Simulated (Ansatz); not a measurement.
# HfN (Fm-3m): zone-centre modes under pressure, part 2 of 2

Aim: how do the optical modes of HfN (Fm-3m) move with volume?

Ansatz 0.2.0; DFT LDA, scalar-relativistic, plane waves, PAW; PAW set soft_1.

So far, highest optical mode at the zone centre (no LO-TO term) (cm⁻¹): step 5 (modes at rest) 515; step 7 (volume ratio 1.06) 458.

The database entry behind the starting cell differs from later determinations by our own check (about 0.3 % short), so it need not match the best structure at ambient conditions.

## (8) Ground state of a member: 0.9 times the volume at rest

The cell is set to 0.9 times the volume at rest; symmetry leaves nothing else free, so this is a single point.

Contents of input.yaml:

```yaml
crystal:
  lattice:
    - [0.0, 2.1569701556, 2.1569701556]
    - [2.1569701556, 0.0, 2.1569701556]
    - [2.1569701556, 2.1569701556, 0.0]
  atoms:
    - { symbol: "N", position: [0.5, 0.5, 0.5] }
    - { symbol: Hf, position: [0.0, 0.0, 0.0] }
kpoints:
  mp_grid: { grid: [16, 16, 16] }
hamiltonian:
  xc: lda
  pseudopotentials: { kind: paw, azcp: { folder: soft_1 }, xc_functional: pbe }
scf:
  occupations: { method: methfessel_paxton, width: 0.2 }
output:
  forces: true
  stress: true
  eigenvalues: true
```

Run with:

```
> ansatz run input.yaml --threads 4 --pin off --max-ram 10240MiB --backend cpu --events-out ev --progress --plain --runs-dir out
```

Numbers of over 12 decimals in the logs are rounded to 6 here.

Output:

```text
[...]
Crystal: 2 atoms, lattice volume = 20.071 Å³
Basis set: ecut = 420 eV, 387 PW (Γ)
Bands: 20, of which v1, the nominal top of the filled ones, is band 16 counted from 1 (15 counted from 0)
Symmetry: 48 space group operations
[...]
k-points: 145 of 4096
[...]
--- Band table (eV; the first three rows and the last of 145) ---
  k-point 0: bands = [... 12 lower, 22.1523, 22.1523, 22.1523, 24.5716, 24.5716, 24.5716, 27.3102, 27.3102]
  k-point 1: bands = [... 12 lower, 21.7028, 21.8393, 21.8393, 24.7388, 24.7388, 24.7472, 27.6945, 27.6945]
  k-point 2: bands = [... 12 lower, 20.7106, 21.1411, 21.1411, 25.0557, 25.1643, 25.1643, 28.6715, 28.6715]
  k-point 144: bands = [... 12 lower, 18.4515, 19.5222, 19.5222, 26.4185, 26.4185, 31.7000, 32.1278, 32.5440]
[key lines of the parts left out:]
SCF converged after 9 iterations
Free energy (F): -15855.025405 eV
Fermi energy:    25.102664 eV
P = ⅓ Tr σ = 39.7401 GPa (397.401 kbar)
```

The job ended after 1.5 s (4 threads of AMD EPYC 7B13 (Zen 3), shared host; peak memory 0.41 GiB; 4.4 s of CPU time).

Numbers from this step:

| Item | Value |
| --- | --- |
| pressure | 39.74 GPa |
| volume per atom | 10.04 Å³ |

The forces vanish by symmetry, at a pressure of 39.74 GPa.

## (9) Zone-centre modes of the member: 0.9 times the volume at rest

The zone-centre modes follow for 0.9 times the volume at rest.

Changes to input.yaml since step 8:

```diff
@@ -16,4 +16,4 @@
 output:
-  forces: true
-  stress: true
   eigenvalues: true
+phonons:
+  method: dfpt
```

Output:

```text
[...]
Crystal: 2 atoms, lattice volume = 20.071 Å³
Basis set: ecut = 420 eV, 387 PW (Γ), exchange–correlation on 48×48×48 points (8 copies of the dense FFT grid, shifted against one another)
Bands: 20, of which v1, the nominal top of the filled ones, is band 16 counted from 1 (15 counted from 0)
Symmetry: 48 space group operations
k-points: 349 of 4096 (irreducible under 8 space group operations, time reversal used)
[...]
k-point 2: bands = [... 12 lower, 20.7106, 21.1411, 21.1411, 25.0557, 25.1643, 25.1643, 28.6715, 28.6715]
  k-point 348: bands = [... 12 lower, 18.4515, 19.5222, 19.5222, 26.4185, 26.4185, 31.7000, 32.1278, 32.5440]
[...]
ASR residual: 2.100e-5 → 0.000e0 eV/Å²; symmetrization residual: 1.222e-6 eV/Å²
  ASR residual per site (eV/Å²): 1.11e-5 2.10e-5
  Γ frequencies (cm⁻¹): 0.00 0.00 0.00 618.29 618.29 618.29
[...]
[key lines of the parts left out:]
SCF converged after 11 iterations
Free energy (F): -15855.025406 eV
Fermi energy:    25.102674 eV
```

The job ended after 15 s (4 threads; peak memory 0.79 GiB; 51 s of CPU time).

This step gave:

| Property | Result |
| --- | --- |
| sum-rule residual before enforcement | 2.10e-5 eV/Å² |
| highest optical mode at the zone centre (no LO-TO term) | 618.3 cm⁻¹ |
| lowest optical zone-centre mode | 618.3 cm⁻¹ |

Patterns of degenerate modes are one choice out of their space. Modes at Γ, with each element's share of the kinetic energy:

```csv
mode,frequency (cm⁻¹),symmetry,N %,Hf %
1,0.0,acoustic,7,93
2,0.0,acoustic,7,93
3,0.0,acoustic,7,93
4,618.3,T1u,93,7
5,618.3,T1u,93,7
6,618.3,T1u,93,7
```

The optical mode lies at 618.3 cm⁻¹.

Between step 5 and this run (volume ratio 0.9) the value for the highest optical mode at the zone centre (no LO-TO term) moves from 515 cm⁻¹ to 618 cm⁻¹ (+20 %).

## (10) All members side by side

The members are set side by side, also those not shown above.

Each row is one cell with its response, relaxed at fixed volume as far as symmetry leaves anything free; energies are extrapolated to zero smearing, and E0 is that at rest; shape and atoms are relaxed in each cell where symmetry leaves them free; all runs use 16×16×16 k points and Methfessel-Paxton smearing of 0.2 eV. State of the crystal along the series:

```csv
volume ratio,V (Å³/atom),pressure (GPa),E - E0 (meV/atom)
0.9,10.04,39.74,126.2
0.92,10.26,30.02,77.77
0.94,10.48,21.3,42.16
0.96,10.7,13.44,18.07
0.98,10.93,6.362,4.372
0.99,11.04,3.098,1.087
1,11.15,-5.79e-4,0
1.02,11.37,-5.726,4.04
1.04,11.6,-10.88,15.65
1.06,11.82,-15.52,34.07
```

Each mode is tracked from rest by its pattern, and modes that stay within 0.3 cm⁻¹ of each other stand once; shape and atoms are relaxed in each cell where symmetry leaves them free; all runs use 16×16×16 k points and Methfessel-Paxton smearing of 0.2 eV. Optical modes along the series:

```csv
V (Å³/atom),mode 4 T1u (cm⁻¹)
10.04,618.3
10.26,596.4
10.48,575.2
10.7,554.5
10.93,534.3
11.04,524.4
11.15,514.6
11.37,495.4
11.6,476.6
11.82,458.2
```

From cubic fits (parabolas where under five rows exist) of ln ω and P against ln V through the rows within about 4 % of rest: γ = −d ln ω / d ln V and dω/dP = γ ω / B. Slopes at rest:

```csv
mode,fitted frequency at rest (cm⁻¹),Grüneisen parameter γ,dω/dP (cm⁻¹/GPa)
mode 4 T1u,514.6,1.89,3.23
```

## (11) Outcome

- members: 10
- highest optical mode at the zone centre (no LO-TO term), at rest: 514.6 cm⁻¹
- bulk modulus at rest: 302 GPa
- mode 4 T1u, γ: 1.89

**Reading.** The series spans -15.5 to 39.7 GPa, and the slope at rest gives a bulk modulus of 302 GPa. The optical mode has γ = 1.89 and moves by 3.2 cm⁻¹ for each GPa. One k mesh and one cutoff serve the ground states and modes of all volumes. These are harmonic frequencies at zero temperature: anharmonic shifts, linewidths and thermal expansion are left out. Spin-orbit coupling is left out, which can matter for the heavy elements here. With no gap, or one that is small against the smearing, the frequencies hang on the k mesh and the smearing, most of all near Kohn anomalies. The runs are without spin polarisation, although the cell has an odd electron count. The PAW files were made for PBE; the program adapts parts of them to the functional of the run, but their partial waves stay those of PBE, an approximation that was not tested in this session. Only the zone centre was solved, so an instability at another wavevector cannot show here.

[Logs are printed without paths, hosts, clocks, repeated set-up lines and the standing remarks that a program may print on its own settings, such as how far it seeks lower states.]

[Hosts, paths, dates, database ids (printed as entryN), source tags and the programs' standing remarks are cut or masked in the printed files.]
